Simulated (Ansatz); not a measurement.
# Ta on Al(111), half in the top layer, both faces: core shifts and d bands

Aim: core-level shifts, shell centres and work function of Ta on Al(111), half in the top layer, both faces. Spin–orbit coupling is left out of the bands throughout.

Method: DFT, PBEsol, plane-wave PAW, default files, scalar-relativistic, in Ansatz 0.2.0.

Report form: the programs' logs are mostly left out.

### Step 1. Starting point

The cell holds 5 atoms: 5 Al. Its edges and angles: a = 2.857 Å, b = 2.857 Å, c = 23.330 Å, α = 90.0°, β = 90.0°, γ = 60.0°. It derives from Al. Vacuum lies along c.

### Step 2. The clean face

The clean face is the reference for what the added atoms change.

input.yaml reads:

```yaml
crystal:
  lattice:
    - [2.856711396, 0.0, 0.0]
    - [1.428355698, 2.4739846402, 0.0]
    - [0.0, 0.0, 23.3299803501]
  atoms:
    - { symbol: Al, position: [0.0, 0.0, 0.699956884] }
    - { symbol: Al, position: [0.666666667, 0.666666667, 0.599978442] }
    - { symbol: Al, position: [0.333333333, 0.333333333, 0.5] }
    - { symbol: Al, position: [0.0, 0.0, 0.400021558] }
    - { symbol: Al, position: [0.666666667, 0.666666667, 0.300043116] }
kpoints:
  mp_grid: { grid: [18, 18, 1] }
scf:
  occupations: { method: fermi_dirac, width: 0.05 }
  n_extra_bands: 12
hamiltonian:
  xc: pbesol
  pseudopotentials: { kind: paw }
output:
  forces: true
  write_potential: true
  volumetric_format: []
  efg: { contact_densities: true }
  dos:
    projected: true
    de: 0.05
    e_range: [-30, 12]
    method: { smearing: { sigma: 0.1, scheme: gaussian } }
relax:
  f_tol: 0.03
  max_steps: 50
  constraints: [{ sites: [2] }]
```

Command:

```console
$ ansatz run input.yaml --threads 4 --pin off --max-ram 12288MiB --backend cpu --events-out ev --progress --plain --runs-dir out
```

Elapsed: 5.6 s, on 4 threads of Arm Neoverse V1, shared host; peak memory 0.48 GiB.

The steps of the relaxation:

| step | energy less that of the first step (eV) | largest force component (eV/Å) |
| --- | --- | --- |
| 1 | 0.0000 | 0.1009 |
| 2 | -0.0021 | 0.0422 |
| 3 | -0.0025 | 0.0002 |

Forces are held to the 12 operations that the run works with; a distortion that breaks them can't arise in this run.

The atoms that moved most (Å):

```csv
atom,dx,dy,dz,length
Al4,0.000,0.000,0.028,0.028
Al2,0.000,0.000,-0.028,0.028
Al5,0.000,0.000,0.019,0.019
Al1,0.000,0.000,-0.019,0.019
```

Final coordinates:

```cif
data_structure
_symmetry_space_group_name_H-M 'P 1'
_symmetry_Int_Tables_number 1
_cell_length_a 2.8567
_cell_length_b 2.8567
_cell_length_c 23.3300
_cell_angle_alpha 90.000
_cell_angle_beta 90.000
_cell_angle_gamma 60.000
_cell_volume 164.88
loop_
_atom_site_label
_atom_site_type_symbol
_atom_site_fract_x
_atom_site_fract_y
_atom_site_fract_z
_atom_site_occupancy
Al1 Al 0.00000 0.00000 0.69914 1
Al2 Al 0.66667 0.66667 0.59879 1
Al3 Al 0.33333 0.33333 0.50000 1
Al4 Al 0.00000 0.00000 0.40121 1
Al5 Al 0.66667 0.66667 0.30086 1
```

This step gave:

* free energy: -2621.8781 eV
* energy at zero smearing: -2621.8701 eV
* smearing term TS: 0.01587 eV
* Fermi energy: 1.907 eV
* symmetry operations: 12
* zero of energy: Fermi level
* share of occupied states in no projected shell: 0.0159 of the occupied states in the window
* DOS at the Fermi level: 1.859 states/eV/cell
* work function, upper face: 4.162 eV
* work function, lower face: 4.162 eV

From the Fermi level. Planar mean, electrostatic potential against z:

```
z (Å)  planar mean, electrostatic potential (eV)
  0.0                                       4.16
  0.5                                       4.16
  1.0                                       4.16
  1.5                                       4.16
  2.0                                       4.16
  2.5                                       4.16
  3.0                                       4.16
  3.5                                       4.15
  4.0                                       4.13
  4.5                                       4.06
  5.0                                       3.81
  5.5                                       2.94
  6.0                                      0.125
  6.5                                      -5.83
  7.0                                      -7.32
  7.5                                      -6.17
  8.0                                      -1.07
  8.5                                      -2.15
  9.0                                      -6.88
  9.5                                      -7.37
 10.0                                      -4.76
 10.5                                     -0.584
 11.0                                      -4.46
 11.5                                      -7.32
 12.0                                      -6.95
 12.5                                      -2.47
 13.0                                      -1.24
 13.5                                      -6.30
 14.0                                      -7.44
 14.5                                      -5.82
 15.0                                     -0.774
 15.5                                      -2.71
 16.0                                      -6.98
 16.5                                      -7.21
 17.0                                      -3.98
 17.5                                       1.48
 18.0                                       3.36
 18.5                                       3.94
 19.0                                       4.10
 19.5                                       4.14
 20.0                                       4.16
 20.5                                       4.16
 21.0                                       4.16
 21.5                                       4.16
 22.0                                       4.16
 22.5                                       4.16
 23.0                                       4.16
```

The spectra weight each projected shell by its atomic cross section (Dirac–Hartree–Slater) and angular factor, for linear light with the analyser at 0° from the polarisation. Broadening, on top of any smearing of the DOS itself: a Gaussian of 0.15 eV and a Lorentzian of 0.2 eV plus 0 times the binding energy (full widths), Fermi edge at 300 K. Each atom is damped by exp[−depth/(λ cos θ)], θ = 45° from the normal, λ from the universal curve. Curves are cut 10 eV under the photon energy, above any shell that the free atom's threshold puts out of reach, or at the lower edge of the window: 11.2 eV at 21.2 eV, 12.7 eV at 60 eV, 12.7 eV at 150 eV, 12.7 eV at 1486.7 eV and 12.7 eV at 5414.7 eV. Dipole terms alone, which is rough above 3 keV; no background, satellites or final-state effects.

How the area divides among the shells (%):

```
shell  21.2 eV  60 eV  150 eV  1486.7 eV  5414.7 eV
Al 3s     81.2   44.7    46.6       86.9       96.8
Al 3p     18.8   55.3    53.4       13.1        3.2
```

Cross sections used, in Mb an electron:

```
shell  21.2 eV  60 eV  150 eV  1486.7 eV  5414.7 eV
Al 3s     0.15   0.11   0.028     3.5e-4     1.3e-5
Al 3p    0.070  0.084   0.018     4.0e-5     4.4e-7
```

At the Fermi level the DOS is 1.86 states/eV a cell, and on the broadened curves Al 3p holds 69 % of the total there.

### Step 3. Relaxation

System of this step: TaAl4. The cell holds 20 atoms: 4 Ta and 16 Al. Its edges and angles: a = 5.713 Å, b = 5.713 Å, c = 23.330 Å, α = 90.0°, β = 90.0°, γ = 60.0°. It derives from Al. How the cell was made: overlayer; added: Ta; how: half in the top layer, both faces. Regions: L1, 4 atoms (2 Al and 2 Ta); L2, 4 atoms (4 Al); L3, 4 atoms (4 Al); rest, 8 atoms (6 Al and 2 Ta). Vacuum lies along c.

The cut or typed positions aren't at rest, and spectra shift with geometry, so the relaxation comes first. 4 atoms are held to stand for the bulk.

input.yaml reads:

```yaml
crystal:
  lattice:
    - [5.713422792, 0.0, 0.0]
    - [2.856711396, 4.9479692804, 0.0]
    - [0.0, 0.0, 23.3299803501]
  atoms:
    - { symbol: Ta, position: [0.0, 0.0, 0.699956884] }
    - { symbol: Ta, position: [0.5, 0.0, 0.699956884] }
    - { symbol: Al, position: [0.0, 0.5, 0.699956884] }
    - { symbol: Al, position: [0.5, 0.5, 0.699956884] }
    - { symbol: Al, position: [0.833333333, 0.333333333, 0.599978442] }
    - { symbol: Al, position: [0.333333333, 0.333333333, 0.599978442] }
    - { symbol: Al, position: [0.833333333, 0.833333333, 0.599978442] }
    - { symbol: Al, position: [0.333333333, 0.833333333, 0.599978442] }
    - { symbol: Al, position: [0.166666667, 0.166666667, 0.5] }
    - { symbol: Al, position: [0.666666667, 0.166666667, 0.5] }
    - { symbol: Al, position: [0.166666667, 0.666666667, 0.5] }
    - { symbol: Al, position: [0.666666667, 0.666666667, 0.5] }
    - { symbol: Al, position: [0.0, 0.0, 0.400021558] }
    - { symbol: Al, position: [0.5, 0.0, 0.400021558] }
    - { symbol: Al, position: [0.0, 0.5, 0.400021558] }
    - { symbol: Al, position: [0.5, 0.5, 0.400021558] }
    - { symbol: Ta, position: [0.833333333, 0.333333333, 0.300043116] }
    - { symbol: Ta, position: [0.333333333, 0.333333333, 0.300043116] }
    - { symbol: Al, position: [0.833333333, 0.833333333, 0.300043116] }
    - { symbol: Al, position: [0.333333333, 0.833333333, 0.300043116] }
kpoints:
  mp_grid: { grid: [6, 6, 1] }
scf:
  occupations: { method: fermi_dirac, width: 0.05 }
  n_extra_bands: 16
hamiltonian:
  xc: pbesol
  pseudopotentials: { kind: paw }
output:
  forces: true
  write_potential: true
  volumetric_format: []
relax:
  f_tol: 0.03
  max_steps: 45
  constraints: [{ sites: [8, 9, 10, 11] }]
```

It took 73 s on 4 threads; peak memory 1.6 GiB; 4.8 min of CPU time.

Relaxation path:

| step | energy less that of the first step (eV) | largest force component (eV/Å) |
| --- | --- | --- |
| 1 | 0.0000 | 1.6086 |
| 2 | -0.8984 | 0.4819 |
| 3 | -1.1014 | 0.1968 |
| 4 | -1.1525 | 0.1152 |
| 5 | -1.1650 | 0.0248 |
| 6 | -1.1650 | 0.0248 |

Forces are held to the 8 operations that the run works with; a distortion that breaks them can't arise in this run.

The atoms that moved most (Å):

| atom | dx | dy | dz | length |
| --- | --- | --- | --- | --- |
| Ta18 | 0.000 | 0.178 | 0.309 | 0.357 |
| Ta17 | 0.000 | 0.178 | 0.309 | 0.357 |
| Ta1 | 0.000 | -0.178 | -0.309 | 0.357 |
| Ta2 | 0.000 | -0.178 | -0.309 | 0.357 |
| Al20 | 0.000 | 0.185 | -0.112 | 0.216 |
| Al19 | 0.000 | 0.185 | -0.112 | 0.216 |
| Al3 | 0.000 | -0.185 | 0.112 | 0.216 |
| Al4 | 0.000 | -0.185 | 0.112 | 0.216 |

This step gave:

| Property | Result |
| --- | --- |
| free energy | -47614.1978 eV |
| energy at zero smearing | -47614.1596 eV |
| smearing term TS | 0.07637 eV |
| Fermi energy | 2.917 eV |
| symmetry operations | 8 |
| work function, upper face | 4.549 eV |
| work function, lower face | 4.549 eV |

The relaxation ends 58 meV an atom lower, with a largest force component of 0.025 eV/Å on the free atoms. Between step 2 and this run (20 atoms) the value for the work function, upper face moves from 4.16 eV to 4.55 eV (+9 %).

### Step 4. Layer-resolved bands, DOS and potential

The main run: bands along the zone's path, each state's share in the top and middle regions, the DOS and the planar potential. The cell holds 4 small cells, so the bands are unfolded.

input.yaml reads:

```yaml
crystal:
  lattice:
    - [5.713422792, 0.0, 0.0]
    - [2.856711396, 4.9479692804, 0.0]
    - [0.0, 0.0, 23.3299803501]
  atoms:
    - { symbol: Ta, position: [0.0180090396, -0.0360180792, 0.6867161165] }
    - { symbol: Ta, position: [0.5180090396, -0.0360180792, 0.6867161165] }
    - { symbol: Al, position: [0.018706379, 0.462587242, 0.7047392492] }
    - { symbol: Al, position: [0.518706379, 0.462587242, 0.7047392492] }
    - { symbol: Al, position: [0.8353539695, 0.3292920611, 0.5998845371] }
    - { symbol: Al, position: [0.3353539695, 0.3292920611, 0.5998845371] }
    - { symbol: Al, position: [0.8371698284, 0.8256603433, 0.5944058565] }
    - { symbol: Al, position: [0.3371698284, 0.8256603433, 0.5944058565] }
    - { symbol: Al, position: [0.1666666667, 0.1666666667, 0.5] }
    - { symbol: Al, position: [0.6666666667, 0.1666666667, 0.5] }
    - { symbol: Al, position: [0.1666666667, 0.6666666667, 0.5] }
    - { symbol: Al, position: [0.6666666667, 0.6666666667, 0.5] }
    - { symbol: Al, position: [-0.0020206361, 0.0040412723, 0.4001154629] }
    - { symbol: Al, position: [0.4979793639, 0.0040412723, 0.4001154629] }
    - { symbol: Al, position: [-0.003836495, 0.5076729901, 0.4055941435] }
    - { symbol: Al, position: [0.496163505, 0.5076729901, 0.4055941435] }
    - { symbol: Ta, position: [0.8153242937, 0.3693514126, 0.3132838835] }
    - { symbol: Ta, position: [0.3153242937, 0.3693514126, 0.3132838835] }
    - { symbol: Al, position: [0.8146269543, 0.8707460913, 0.2952607508] }
    - { symbol: Al, position: [0.3146269543, 0.8707460913, 0.2952607508] }
kpoints:
  mp_grid: { grid: [12, 12, 1] }
scf:
  occupations: { method: fermi_dirac, width: 0.05 }
  n_extra_bands: 20
hamiltonian:
  xc: pbesol
  pseudopotentials: { kind: paw }
output:
  forces: true
  write_potential: true
  volumetric_format: []
  efg: { contact_densities: true }
  dos:
    projected:
      site_lists:
        layer_1: [3, 2, 1, 0]
        layer_2: [4, 5, 6, 7]
        layer_3: [8, 9, 10, 11]
        other_layers: [12, 13, 14, 15, 16, 17, 18, 19]
    de: 0.05
    e_range: [-30, 12]
    method: { smearing: { sigma: 0.15, scheme: gaussian } }
  eigenstates:
    kpoints:
      - [0.33333333, -0.33333333, 0.0]
      - [0.25, -0.375, 0.0]
      - [0.16666667, -0.41666667, 0.0]
      - [0.08333333, -0.45833333, 0.0]
      - [0.0, 0.5, 0.0]
      - [-0.08333333, 0.45833333, 0.0]
      # [... 29 more points ...]
      - [0.25, 0.5, 0.0]
      - [0.29166667, -0.41666667, 0.0]
    e_range: [-8.0, 4.0]
    unfold:
      supercell_matrix: [[2, 0, 0], [0, 2, 0], [0, 0, 1]]
      layers:
        axis: 3
        edges: [0.123808, 0.429195, 0.429295, 0.570703, 0.570803, 0.876191]
```

Run time: 1.8 min. Hardware: 4 threads; peak memory 2.5 GiB; 7.1 min of CPU time.

Numbers from this step:

- free energy: -47614.1855 eV
- energy at zero smearing: -47614.1488 eV
- smearing term TS: 0.07327 eV
- Fermi energy: 2.954 eV
- share of occupied states in no projected shell: 0.0132 of the occupied states in the window
- DOS at the Fermi level: 9.143 states/eV/cell
- work function, upper face: 4.524 eV
- work function, lower face: 4.524 eV

A(k,E), total over k along the path and E. Zero: Fermi level.

Ten even steps from '_' (0.04 eV⁻¹) to '@' (3.87 eV⁻¹), each cell a mean:
```
==::====++==++==--::--==--======....====::::==++==::--======
::::--==----::..............::--==------::::......--::====::
------::--++==::::::..________::==++--::--::::....::==--::--
==------====::--------::::::------++++==--::::----====::--==
--::--====::............::..........--++**++------====------
--==--------......____________....::::::::--++++==----++----
==::==--==....::::................::::--::::--++++====++====
++====++::::------====----------------==------::--======****
**##**--::--::::::::::::..::::::::::::::++--::--------++**++
****##==------::::....................::====------====++****
==****==--::::::..::............::::--::--==++----------====
****++==--::::::::::::::::::::--::..__..--==::------====++**
@@++----::::..____..............______::::----::----::--++@@
--::::::::..::______..____..______..::::__::--==--==**++**==
..--..::......::..______________..::..__..--==--====--++--..
__..--..::::..__::::________..::::____::::..::======**==..__
__..........::____..::::::::::..____::......::**##++::______
____::::__::..::________....______::......::::....__________
____....::__::..::..____________::....::..::::______________
______::......::__::::..____..::....::__::::..______________
________::::__....__..::::::::__..::__::....________________
________....::__..::__________..::__........________________
```
Columns: k along the path (Å⁻¹) from 0 to 3.47; rows upwards: E (eV) from -7.7 to 2.97.

A(k,E), top over k along the path and E. Zero: Fermi level.

Values in eV⁻¹, 12 rows by 16 columns, each cell a mean:
```
0.44 0.57 0.61 0.52 0.45 0.50 0.53 0.63 0.66 0.44 0.56 0.43 0.58 0.44 0.54 0.58
0.48 0.43 0.50 0.50 0.43 0.37 0.17 0.22 0.56 0.83 0.49 0.38 0.31 0.39 0.54 0.43
0.40 0.54 0.46 0.30 0.36 0.31 0.34 0.31 0.29 0.50 0.80 0.81 0.60 0.66 0.51 0.46
0.61 0.49 0.46 0.38 0.43 0.32 0.27 0.30 0.36 0.43 0.45 0.49 0.87 0.76 0.72 0.66
1.01 0.63 0.49 0.60 0.53 0.58 0.51 0.53 0.56 0.52 0.59 0.57 0.51 0.55 0.78 1.00
0.78 0.83 0.57 0.43 0.37 0.30 0.28 0.27 0.28 0.39 0.51 0.68 0.59 0.56 0.58 0.75
0.95 0.74 0.54 0.31 0.30 0.31 0.35 0.36 0.30 0.17 0.33 0.52 0.44 0.50 0.58 0.90
0.42 0.41 0.37 0.32 0.14 0.14 0.17 0.14 0.11 0.30 0.25 0.36 0.56 0.65 0.71 0.50
0.18 0.30 0.30 0.24 0.28 0.26 0.14 0.20 0.30 0.17 0.29 0.31 0.60 0.58 0.39 0.14
0.07 0.25 0.25 0.26 0.19 0.14 0.26 0.23 0.15 0.30 0.24 0.31 0.29 0.18 0.08 0.06
0.04 0.10 0.26 0.25 0.24 0.27 0.13 0.18 0.29 0.23 0.26 0.24 0.05 0.03 0.04 0.04
0.02 0.02 0.17 0.23 0.28 0.18 0.23 0.19 0.25 0.21 0.25 0.10 0.01 0.01 0.02 0.03
```
Columns: k along the path (Å⁻¹) from 0 to 3.47; rows upwards: E (eV) from -7.7 to 2.97.

A(k,E), middle over k along the path and E. Zero: Fermi level.

Ten even steps from '0' (0.01 eV⁻¹) to '9' (1.84 eV⁻¹), each cell a mean:
```
212232300000000001210100111212
122212200000000001121100021221
221125311000000000111111112111
322244000111111110111112122123
212341000000000000111111113222
121221000000000000010111112321
112340000000000000021011001321
112510000000000000011110011122
235300000000000000013101111232
455211100000000000001222222244
253100000000000001101222111122
341000011111111110001211111223
931000000011000000001121111129
311100000000000000000121122364
120100000000000000000132222540
011010000000000000001023347400
021000100011111000100017762000
002101010000000001000012100000
001110101000000010010120000000
000310010110000100101210000000
000121000001111001001200000000
000011100100000010001100000000
```
Columns: k along the path (Å⁻¹) from 0 to 3.47; rows upwards: E (eV) from -7.7 to 2.97.

Peaks of A(k,E) at the labelled points: for each region the eleven nearest the zero at most, each over 6 % of that point's highest, less those above the energy where the solved bands run out; weight and spread sum the levels within three half widths or 0.3 eV, so near peaks share levels. Peaks of the spectral function, the first 40 of 93 rows:

```
point  weight on  E (eV)  A (1/eV)  weight near the peak  rms spread of levels (eV)
    K      total   -2.76     3.255                 3.357                       0.24
    K      total   -2.08     2.196                 2.083                      0.206
    K      total   -1.66     3.633                 2.713                      0.269
    K      total   -1.34     2.388                  2.76                      0.301
    K      total   -0.72       3.1                 1.886                      0.122
    K      total    -0.1     2.345                 1.422                      0.131
    K      total    0.12     2.092                 1.422                      0.131
    K      total     0.9     1.921                 1.378                      0.173
    K      total    1.24     2.089                 1.977                      0.276
    K      total    1.58     1.835                 1.593                      0.239
    K      total     2.6     2.112                 1.207                      0.158
    K        top   -2.08     0.806                 0.728                      0.209
    K        top   -1.66     1.254                 0.975                      0.277
    K        top   -1.34     0.904                 0.989                        0.3
    K        top   -0.72     1.339                   0.8                       0.12
    K        top    -0.1     0.913                 0.576                      0.131
    K        top    0.12     0.872                 0.576                      0.131
    K        top     0.9     0.637                 0.431                      0.173
    K        top    1.24     0.651                 0.626                       0.28
    K        top    1.58     0.608                 0.523                      0.246
    K        top    1.84     0.443                 0.312                      0.139
    K        top     2.6     0.787                 0.453                       0.16
    K     middle   -3.18     3.098                 1.767                      0.125
    K     middle   -2.08     0.583                 0.627                      0.195
    K     middle   -1.66     1.123                 0.761                      0.246
    K     middle   -0.94     0.596                  0.42                      0.233
    K     middle   -0.12     0.521                 0.269                      0.119
    K     middle     0.9     0.647                 0.514                      0.172
    K     middle    1.24     0.785                 0.724                      0.269
    K     middle    1.56     0.618                 0.546                      0.215
    K     middle    2.62     0.539                 0.409                      0.211
    Γ      total   -5.22      1.73                 0.898                      0.083
    Γ      total   -3.88     0.572                  0.24                       0.06
    Γ      total   -3.24     0.856                 0.318                          0
    Γ      total   -2.68     1.742                  0.76                          0
    Γ      total   -2.08     0.869                 0.327                      0.027
    Γ      total   -1.42     1.077                 0.419                          0
    Γ      total   -0.78     1.819                 1.009                      0.104
    Γ      total   -0.28     0.791                 0.539                      0.157
    Γ      total    1.08     2.354                  1.08                          0
```

(Part 1 of 3 ends here.)

[Logs are printed without paths, hosts, clocks, repeated set-up lines and the standing remarks that a program may print on its own settings, such as how far it seeks lower states.]

[Hosts, paths, dates, database ids (printed as entryN), source tags and the programs' standing remarks are cut or masked in the printed files.]

[Maps of the electrostatic potential energy from Ansatz leave out the sawtooth potential of an applied field or a dipole correction, so their vacuum need not be flat; work functions include it.]
